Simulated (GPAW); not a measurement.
# Near-edge structure at the As K edge of zinc-blende (AlAs)₁₋ₓ(InAs)ₓ at x = 0.125, part 2 of 3

Aim: the As K edge in zinc-blende (AlAs)₁₋ₓ(InAs)ₓ at x = 0.125, one member of a composition series.

GPAW 26.7.0; X-ray absorption from dipole matrix elements to empty bands, plane-wave PAW LDA.

So far. Step 3 (The field without a hole): The mesh shows a gap of 1.33 eV. The excited electron is kept all the same, so that all members of the series, with or without a gap, are treated alike.

### 5. Spectrum with XCH, As atom 2

The holes are 8.1 Å apart. In GPAW the data set carries the hole's charge, so charge=0 means a charged cell and charge=-1 a neutral one. The excited electron is kept in the cell, where it fills the lowest empty states and screens the hole. After the field has converged, empty bands are computed with the density fixed and the dipole matrix elements are summed.

The absorber has 3 Al at 2.44 Å and 1 In at 2.57 Å (distorted tetrahedral).

xas.py

```python
import numpy as np
from ase import Atoms
from ase.parallel import parprint, paropen
from gpaw import GPAW, PW, FermiDirac, Mixer, MixerDif, setup_paths
from gpaw.test import gen
setup_paths.insert(0, '.')
gen('As', name='fch1s', xcname='LDA', corehole=(1, 0, 1), write_xml=True)
from gpaw.mpi import world
world.barrier()

atoms = Atoms('AlAsAlAsAlAsAlAsInAsAlAsAlAsAlAs',
    cell=[[0, 5.710625, 5.710625],
     [5.710625, 0, 5.710625],
     [5.710625, 5.710625, 0]],
    scaled_positions=[[0.9990984, 0.0002566, 0.0002406],
     [0.109494, 0.1295508, 0.130658],
     [0.9995838, 0.0000357, 0.5009349],
     [0.1249588, 0.1249571, 0.6253414],
     [0.9985699, 0.4997072, 0.9985537],
     [0.121189, 0.6255561, 0.1252272],
     [0.0003196, 0.5001443, 0.5003315],
     [0.1265522, 0.6249916, 0.624078],
     [0.4999159, 0.9995107, 0.9992459],
     [0.6289374, 0.1306735, 0.1292627],
     [0.4996453, 0.9999586, 0.4991516],
     [0.6295729, 0.1306853, 0.6089464],
     [0.4954341, 0.5007249, 0.0010531],
     [0.6283467, 0.6092074, 0.1299581],
     [0.5014275, 0.500872, 0.4999239],
     [0.6251945, 0.6253987, 0.6262632]],
    pbc=True)
atoms.calc = calc = GPAW(legacy_gpaw=True, mode=PW(400, force_complex_dtype=True), xc='LDA', setups={1: 'fch1s'},
    kpts={'size': (3, 3, 3), 'gamma': True}, occupations=FermiDirac(0.04),
    charge=-1, mixer=Mixer(0.1, 5, 50), maxiter=150,
    convergence={'density': 0.0001, 'eigenstates': 1e-6}, txt='scf.txt')
energy = atoms.get_potential_energy() + calc.get_reference_energy()
ef = calc.get_fermi_level()
out = dict(energy=energy, fermi=ef, forces=atoms.get_forces().tolist())
parprint(f'all-electron energy {energy:.4f} eV, Fermi level {ef:.4f} eV')
ev = np.array([[calc.get_eigenvalues(k, s) for k in range(len(calc.get_ibz_k_points()))] for s in range(calc.get_number_of_spins())])
out['homo'], out['lumo'], out['counts'] = ev[ev < ef].max(), ev[ev > ef].min(), sorted(set((ev < ef).sum((0, 2)).tolist()))
out['filled'] = (ev[:, 0] < ef).sum(1).tolist()

from ase.units import Ha
from gpaw.xas import dipole_matrix_elements
nb = int(calc.get_number_of_electrons() / 2) + 190
top, nb = nb, nb + 8 + nb // 12
nscf = calc.fixed_density(kpts={'size': (4, 4, 4), 'gamma': True}, nbands=nb,
    convergence={'bands': top, 'eigenstates': 5e-3}, maxiter=60, txt='nscf.txt')
cell = atoms.cell.array
ops = [cell.T @ U.T @ np.linalg.inv(cell.T) for U in nscf.wfs.kd.symmetry.op_scc]
filled = [37]  # bands filled in the ground state, by spin
E = np.arange(-6, 30, 0.1)
fwhm = np.interp(E, [4, 25], [2.14, 3.5])
Y, X, zero, highest = 0, 0, 1e9, 1e9
for spin in range(nscf.get_number_of_spins()):
    wfs = nscf.wfs
    mine = wfs.bd.get_slice()  # this rank's bands
    A = dipole_matrix_elements(wfs.setups[1])
    eps = np.zeros((wfs.kd.nibzkpts, nb))
    d = np.zeros((3, A.shape[1], wfs.kd.nibzkpts, nb), complex)
    for kpt in wfs.kpt_u:
        if kpt.s == spin and 1 in kpt.P_ani:
            eps[kpt.k, mine] = kpt.eps_n * Ha
            d[:, :, kpt.k, mine] = (kpt.weight * wfs.nspins / 2) ** 0.5 * np.inner(A, kpt.P_ani[1])
    world.sum(eps)
    world.sum(d)
    T = np.einsum('amkn,bmkn->abkn', d, d.conj()).real
    T = sum(np.einsum('ai,ijkn,bj->abkn', R, T, R) for R in ops) / len(ops)
    empty = np.ones_like(eps, bool) & (np.arange(nb) >= filled[spin])
    zero, highest = min(zero, eps[empty].min()), min(highest, eps[:, top - 1].min())
    lines = [(eps, T, empty)] if spin == 0 else lines + [(eps, T, empty)]
for eps, T, empty in lines:
    f = np.einsum('aakn->akn', T).reshape(3, -1)
    x = eps.ravel() - zero
    w = np.interp(x, E, fwhm) / 2.35482
    g = np.exp(-0.5 * ((E[:, None] - x) / w) ** 2) / (w * (2 * np.pi) ** 0.5)
    Y = Y + (f * empty.ravel()) @ g.T
    X = X + (f * ~empty.ravel()) @ g.T
out.update(E=E.round(2).tolist(), xas=Y.tolist(), xes=X.tolist(), zero=zero, valid=highest - zero, nk=len(eps), nb=nb)
for i in range(0, len(E), 10):
    parprint(f'{E[i]:7.2f}', *(f'{v:10.3e}' for v in Y[:, i]))
import json
with paropen('out.json', 'w') as f:
    json.dump(out, f)
```

Run with:

```sh
OMP_NUM_THREADS=1 mpirun -n 4 gpaw python xas.py
```

Numbers of over 12 decimals in the logs are rounded to 6 here.

The log of the run:

```text
Input parameters:
  charge: -1
  convergence: {density: 0.0001,
                eigenstates: 1e-06}
  kpts: {gamma: True,
         size: (3, 3, 3)}
  maxiter: 150
  mixer: {backend: pulay,
          beta: 0.1,
          method: separate,
          nmaxold: 5,
          weight: 50}
  mode: {ecut: 400.0,
         force_complex_dtype: True,
         name: pw}
  occupations: {fixmagmom: False,
                name: fermi-dirac,
                width: 0.04}
  setups: {1: fch1s}

Initialize ...

[... PAW data sets ...]

Reference energy: -685352.275431  # eV

Spin-paired calculation

[... convergence settings ...]
Symmetries present (total): 1
  [... symmetry matrices ...]

27 k-points: 3 x 3 x 3 Monkhorst-Pack grid
14 k-points in the irreducible part of the Brillouin zone
       k-points in crystal coordinates                weights
   0:     0.00000000    0.00000000    0.00000000          1/27
   1:     0.00000000    0.00000000    0.33333333          2/27
   2:     0.00000000    0.33333333   -0.33333333          2/27
   3:     0.00000000    0.33333333    0.00000000          2/27
   4:     0.00000000    0.33333333    0.33333333          2/27
   5:     0.33333333   -0.33333333   -0.33333333          2/27
   6:     0.33333333   -0.33333333    0.00000000          2/27
   7:     0.33333333   -0.33333333    0.33333333          2/27
   8:     0.33333333    0.00000000   -0.33333333          2/27
   9:     0.33333333    0.00000000    0.00000000          2/27
          ...
  13:     0.33333333    0.33333333    0.33333333          2/27

Wave functions: Plane wave expansion
  Cutoff energy: 400.000 eV
  Number of coefficients (min, max): 6735, 6774
  Pulay-stress correction: 0.000000 eV/Ang^3 (de/decut=0.000000)
  Using FFTW library
  Wavefunction extrapolation:
    Improved wavefunction reuse through dual PAW basis

Occupation numbers: Fermi-Dirac:
  width: 0.0400  # eV

Eigensolver
   Davidson(niter=2)

Densities:
  Coarse grid: 40*40*40 grid
  Fine grid: 80*80*80 grid
  Total Charge: 0.000000

Density mixing:
  Method: separate
  Backend: pulay
  Linear mixing parameter: 0.1
  old densities: 5
  Width of damping distribution: 1.1
  Damping of long wavelength oscillations: 50

[... Hamiltonian set-up ...]
Number of atoms: 16
Number of atomic orbitals: 69
Number of bands in calculation: 49
Number of valence electrons: 75
Bands to converge: occupied

... initialized

Initializing position-dependent things.

Density initialized from atomic densities
Creating initial wave functions:
  49 bands from LCAO basis set

                                   Al

                                        In
                               Al
                             As
                   Al
                    As
          Al            Al
                     As
               Al
             As            As

                  As  Al
                    As

           As

Atomic positions and initial magnetic moments

Positions:
   0 Al     0.002839    5.706850    5.706942    ( 0.0000,  0.0000,  0.0000)
   1 As     1.485955    1.371418    1.365095    ( 0.0000,  0.0000,  0.0000)
   2 Al     2.860855    8.568900    5.708452    ( 0.0000,  0.0000,  0.0000)
   3 As     4.284673    4.284683    1.427176    ( 0.0000,  0.0000,  0.0000)
   4 Al     8.556006   11.404824    8.556099    ( 0.0000,  0.0000,  0.0000)
   5 As     4.287442    1.407191    4.264381    ( 0.0000,  0.0000,  0.0000)
   6 Al     5.713342    2.859031    2.857962    ( 0.0000,  0.0000,  0.0000)
[...]
13 As     4.221097    4.330394    7.067207    ( 0.0000,  0.0000,  0.0000)
  14 Al     5.715170    5.718342    5.723757    ( 0.0000,  0.0000,  0.0000)
  15 As     7.147772    7.146606    7.141669    ( 0.0000,  0.0000,  0.0000)

Unit cell:
           periodic     x           y           z      points  spacing
  1. axis:    yes    0.000000    5.710625    5.710625    40     0.1649
  2. axis:    yes    5.710625    0.000000    5.710625    40     0.1649
  3. axis:    yes    5.710625    5.710625    0.000000    40     0.1649

  Lengths:   8.076043   8.076043   8.076043
  Angles:   60.000000  60.000000  60.000000

Effective grid spacing dv^(1/3) = 0.1799

iter:   1   -95.347194
iter:   2   -93.913046   -1.91  -0.89
iter:   3   -92.044966   -1.36  -0.94
iter:   4   -92.014065   -2.38  -1.20
iter:   5   -91.892533   -2.60  -1.33
iter:   6   -91.881224   -2.65  -1.84
iter:   7   -91.857604c  -3.56  -2.10
iter:   8   -91.855444c  -4.03  -2.44
iter:   9   -91.853907c  -4.26  -2.57
iter:  10   -91.853842c  -5.61  -2.95
iter:  11   -91.853655c  -5.54  -3.05
iter:  12   -91.853763c  -5.93  -3.36
iter:  13   -91.853818c  -6.55c -3.53
iter:  14   -91.853768c  -6.62c -3.69
iter:  15   -91.853779c  -7.91c -3.88
iter:  16   -91.853758c  -7.36c -4.00c

Converged after 16 iterations.

Dipole moment: (-24.546798, -26.655508, -26.744692) |e|*Ang

Energy contributions relative to reference atoms: (reference = -685352.275431)

Kinetic:       +176.163057
Potential:     -161.970356
External:        +0.000000
XC:            -106.240877
Entropy (-ST):   -0.017209
Local:           +0.203023
SIC:             +0.000000
--------------------------
Free energy:    -91.862362
Extrapolated:   -91.853758

Showing only first 2 kpts
 Kpt  Band  Eigenvalues  Occupancy
  0    35      4.09108    2.00000
  0    36      4.09431    2.00000
  0    37      5.01390    2.00000
  0    38      5.47052    1.99991

  1    35      3.77026    2.00000
  1    36      3.83467    2.00000
  1    37      5.78145    1.80572
[...]
Fermi level: 5.87063

No gap
No difference between direct/indirect transitions

Forces in eV/Ang:
  0 Al   -0.45667   -0.45397   -0.43677
  1 As    0.22294   -0.22948   -0.22328
  2 Al    0.43593    0.45383   -0.44972
  3 As    0.02863   -0.02867    0.08133
  4 Al    0.46470   -0.43377    0.45127
  5 As    0.01540    0.10304   -0.01391
  6 Al    0.00122   -0.01817   -0.02312
[...]
13 As   -0.06676    0.07133   -0.08337
 14 Al    0.01904    0.01062   -0.00179
 15 As   -0.03670   -0.00721    0.00263
Scalar-relativistic atomic LDA calculation for As (Arsenic, Z=33)
Core hole in 1s state (1s occupation: 1.0)
600 radial gridpoints.
|------------------------------------------------|
|------------------------------------------------|
[... the atom generator's iteration count ...]

Energy contributions:
-------------------------
Kinetic:    +1848.221203
XC:           -71.222916
Potential:  -3597.180510
-------------------------
Total:      -1820.182222

state      eigenvalue         ekin         rmax
-----------------------------------------------
1s^1.0 :  -444.459913   558.285946        0.030
2s^2.0 :   -58.180552   111.436223        0.167
2p^6.0 :   -52.176827   110.075392        0.132
3s^2.0 :    -8.028461    26.279806        0.509
3p^6.0 :    -5.986494    24.168502        0.501
3d^10.0:    -2.371475    19.328099        0.450
4s^2.0 :    -0.979366     3.858684        1.503
4p^3.0 :    -0.574271     2.680492        1.743
-----------------------------------------------
(units: Bohr and Hartree)

Generating PAW setup
Kinetic energy of the core from tauc = 1852.031774
Cutoffs:
rc(s)=2.000
rc(p)=2.000
rc(d)=2.000
rc(vbar)=1.800
rc(comp)=2.000
rc(nct)=2.000

Kinetic energy of the core states: 1832.462358
Charge: 1.0
Core electrons: 27.0
Valence electrons: 5.0
Pseudo-core charge: 0.757500
Shape function alpha=2.500
Pseudo-electron charge 6.380557
state    eigenvalue         norm
--------------------------------
4s(2) :    -0.979366     1.263349
*s    :     0.020634
4p(3) :    -0.574271     1.032119
*p    :     0.425729
*d    :     0.000000
--------------------------------

Diagonalizing with gridspacing h=0.050

state   all-electron     PAW
-------------------------------
4s:      -0.979366    -0.979786
4p:      -0.574271    -0.574667
*d:                   -0.129500
*f:                   -0.019130
-------------------------------
all-electron energy -685444.1292 eV, Fermi level 5.8706 eV
[...]
27.00  9.458e-08  9.410e-08  9.448e-08
  28.00  7.950e-08  7.910e-08  7.940e-08
  29.00  7.054e-08  7.040e-08  7.047e-08
```

It took 3.8 min on 4 MPI ranks of AMD EPYC 9B14 (Zen 4), shared host; peak memory 0.76 GiB; 15 min of CPU time.

The As K spectrum, As atom 2, excited-electron core hole (neutral cell) (energy from the bottom of the conduction band, which holds the excited electron; intensity scaled to a mean of 1 over the first 20 eV):

| E (eV) | intensity |
| --- | --- |
| -2.0 | 0.00 |
| -1.5 | 0.01 |
| -1.0 | 0.02 |
| -0.5 | 0.08 |
| 0.0 | 0.20 |
| 0.5 | 0.40 |
| 1.0 | 0.66 |
| 1.5 | 0.89 |
| 2.0 | 1.03 |
| 2.5 | 1.10 |
| 3.0 | 1.18 |
| 3.5 | 1.30 |
| 4.0 | 1.38 |
| 4.5 | 1.39 |
| 5.0 | 1.36 |
| 5.5 | 1.35 |
| 6.0 | 1.38 |
| 6.5 | 1.39 |
| 7.0 | 1.35 |
| 7.5 | 1.28 |
| 8.0 | 1.19 |
| 8.5 | 1.11 |
| 9.0 | 1.02 |
| 9.5 | 0.94 |
| 10.0 | 0.86 |
| 10.5 | 0.82 |
| 11.0 | 0.81 |
| 11.5 | 0.85 |
| 12.0 | 0.89 |
| 12.5 | 0.92 |
| 13.0 | 0.93 |
| 13.5 | 0.90 |
| 14.0 | 0.85 |
| 14.5 | 0.82 |
| 15.0 | 0.82 |
| 15.5 | 0.84 |
| 16.0 | 0.87 |
| 16.5 | 0.90 |
| 17.0 | 0.92 |
| 17.5 | 0.92 |
| 18.0 | 0.91 |
| 18.5 | 0.90 |
| 19.0 | 0.90 |
| 19.5 | 0.91 |
| 20.0 | 0.91 |
| 20.5 | 0.91 |
| 21.0 | 0.91 |
| 21.5 | 0.91 |
| 22.0 | 0.91 |
| 22.5 | 0.92 |
| 23.0 | 0.94 |
| 23.5 | 0.97 |
| 24.0 | 1.00 |
| 24.5 | 1.02 |
| 25.0 | 1.02 |
| 25.5 | 1.00 |
| 26.0 | 0.96 |
| 26.5 | 0.90 |
| 27.0 | 0.83 |
| 27.5 | 0.76 |

Main maxima below 27 eV (height): 4.2 eV (1.40), 6.4 eV (1.39), 12.8 eV (0.93), 17.2 eV (0.92) and 24.8 eV (1.02). A K edge sees empty p states on the absorber.

The energy difference (zero at 11881 eV) isn't read as a photon energy: for so heavy an absorber the terms left out (the hole's spin, the functional's error) amount to tens of eV or more.

### 6. Reference energy of the cell

The absorbing element, whose data set is made anew, changes for the next run, so it gets a reference energy of its own.

scf.py

```python
import numpy as np
from ase import Atoms
from ase.parallel import parprint, paropen
from gpaw import GPAW, PW, FermiDirac, Mixer, MixerDif, setup_paths
from gpaw.test import gen
setup_paths.insert(0, '.')
gen('Al', name='nch1s', xcname='LDA', corehole=(1, 0, 0), write_xml=True)
from gpaw.mpi import world
world.barrier()

atoms = Atoms('AlAsAlAsAlAsAlAsInAsAlAsAlAsAlAs',
    cell=[[0, 5.710625, 5.710625],
     [5.710625, 0, 5.710625],
     [5.710625, 5.710625, 0]],
    scaled_positions=[[0.9990984, 0.0002566, 0.0002406],
     [0.109494, 0.1295508, 0.130658],
     [0.9995838, 0.0000357, 0.5009349],
     [0.1249588, 0.1249571, 0.6253414],
     [0.9985699, 0.4997072, 0.9985537],
     [0.121189, 0.6255561, 0.1252272],
     [0.0003196, 0.5001443, 0.5003315],
     [0.1265522, 0.6249916, 0.624078],
     [0.4999159, 0.9995107, 0.9992459],
     [0.6289374, 0.1306735, 0.1292627],
     [0.4996453, 0.9999586, 0.4991516],
     [0.6295729, 0.1306853, 0.6089464],
     [0.4954341, 0.5007249, 0.0010531],
     [0.6283467, 0.6092074, 0.1299581],
     [0.5014275, 0.500872, 0.4999239],
     [0.6251945, 0.6253987, 0.6262632]],
    pbc=True)
atoms.calc = calc = GPAW(legacy_gpaw=True, mode=PW(400, force_complex_dtype=True), xc='LDA', setups={0: 'nch1s'},
    kpts={'size': (3, 3, 3), 'gamma': True}, occupations=FermiDirac(0.02),
    charge=0, mixer=Mixer(0.1, 5, 50), maxiter=150,
    convergence={'density': 0.0001, 'eigenstates': 1e-6}, txt='scf.txt')
energy = atoms.get_potential_energy() + calc.get_reference_energy()
ef = calc.get_fermi_level()
out = dict(energy=energy, fermi=ef, forces=atoms.get_forces().tolist())
parprint(f'all-electron energy {energy:.4f} eV, Fermi level {ef:.4f} eV')
ev = np.array([[calc.get_eigenvalues(k, s) for k in range(len(calc.get_ibz_k_points()))] for s in range(calc.get_number_of_spins())])
out['homo'], out['lumo'], out['counts'] = ev[ev < ef].max(), ev[ev > ef].min(), sorted(set((ev < ef).sum((0, 2)).tolist()))
out['filled'] = (ev[:, 0] < ef).sum(1).tolist()
import json
with paropen('out.json', 'w') as f:
    json.dump(out, f)
```

Run with:

```sh
OMP_NUM_THREADS=1 mpirun -n 4 gpaw python scf.py
```

The log of the run:

```text
Input parameters:
  convergence: {density: 0.0001,
                eigenstates: 1e-06}
  kpts: {gamma: True,
         size: (3, 3, 3)}
  maxiter: 150
  mixer: {backend: pulay,
          beta: 0.1,
          method: separate,
          nmaxold: 5,
          weight: 50}
  mode: {ecut: 400.0,
         force_complex_dtype: True,
         name: pw}
  occupations: {fixmagmom: False,
                name: fermi-dirac,
[...]
3s(2) :    -0.287726     1.053448
*s    :     0.712274
3p(1) :    -0.102289     0.999482
*p    :     0.897711
*d    :     0.000000
--------------------------------

Diagonalizing with gridspacing h=0.050

state   all-electron     PAW
-------------------------------
3s:      -0.287726    -0.287811
3p:      -0.102289    -0.102345
*d:                    0.027274
*f:                    0.064816
-------------------------------
all-electron energy -697324.9337 eV, Fermi level 4.6374 eV
[key lines of the parts left out:]
Converged after 17 iterations.
Dipole moment: (-23.728963, -25.650999, -25.735186) |e|*Ang
Free energy:    -82.431486
Fermi level: 4.63736
```

It took 32 s on 4 MPI ranks; peak memory 0.33 GiB.

Reference energy: -697324.934 eV with the cores included.

(Continued in part 3 of 3.)

[Banner, clock and machine lines of the logs are left out without a mark of their own.]

[Logs are printed without paths, hosts, clocks, repeated set-up lines and the standing remarks that a program may print on its own settings, such as how far it seeks lower states.]

[Hosts, paths, dates, database ids (printed as entryN), source tags and the programs' standing remarks are cut or masked in the printed files.]

[Lists of maxima count a maximum above −3 eV only where it reaches 4 % of the highest in the window and stands out from its surroundings by 2 % of it (1.5 % where it reaches 55 %); shoulders and weaker maxima are passed over, and of the rest the first, up to two pre-edge ones and the few strongest are named.]
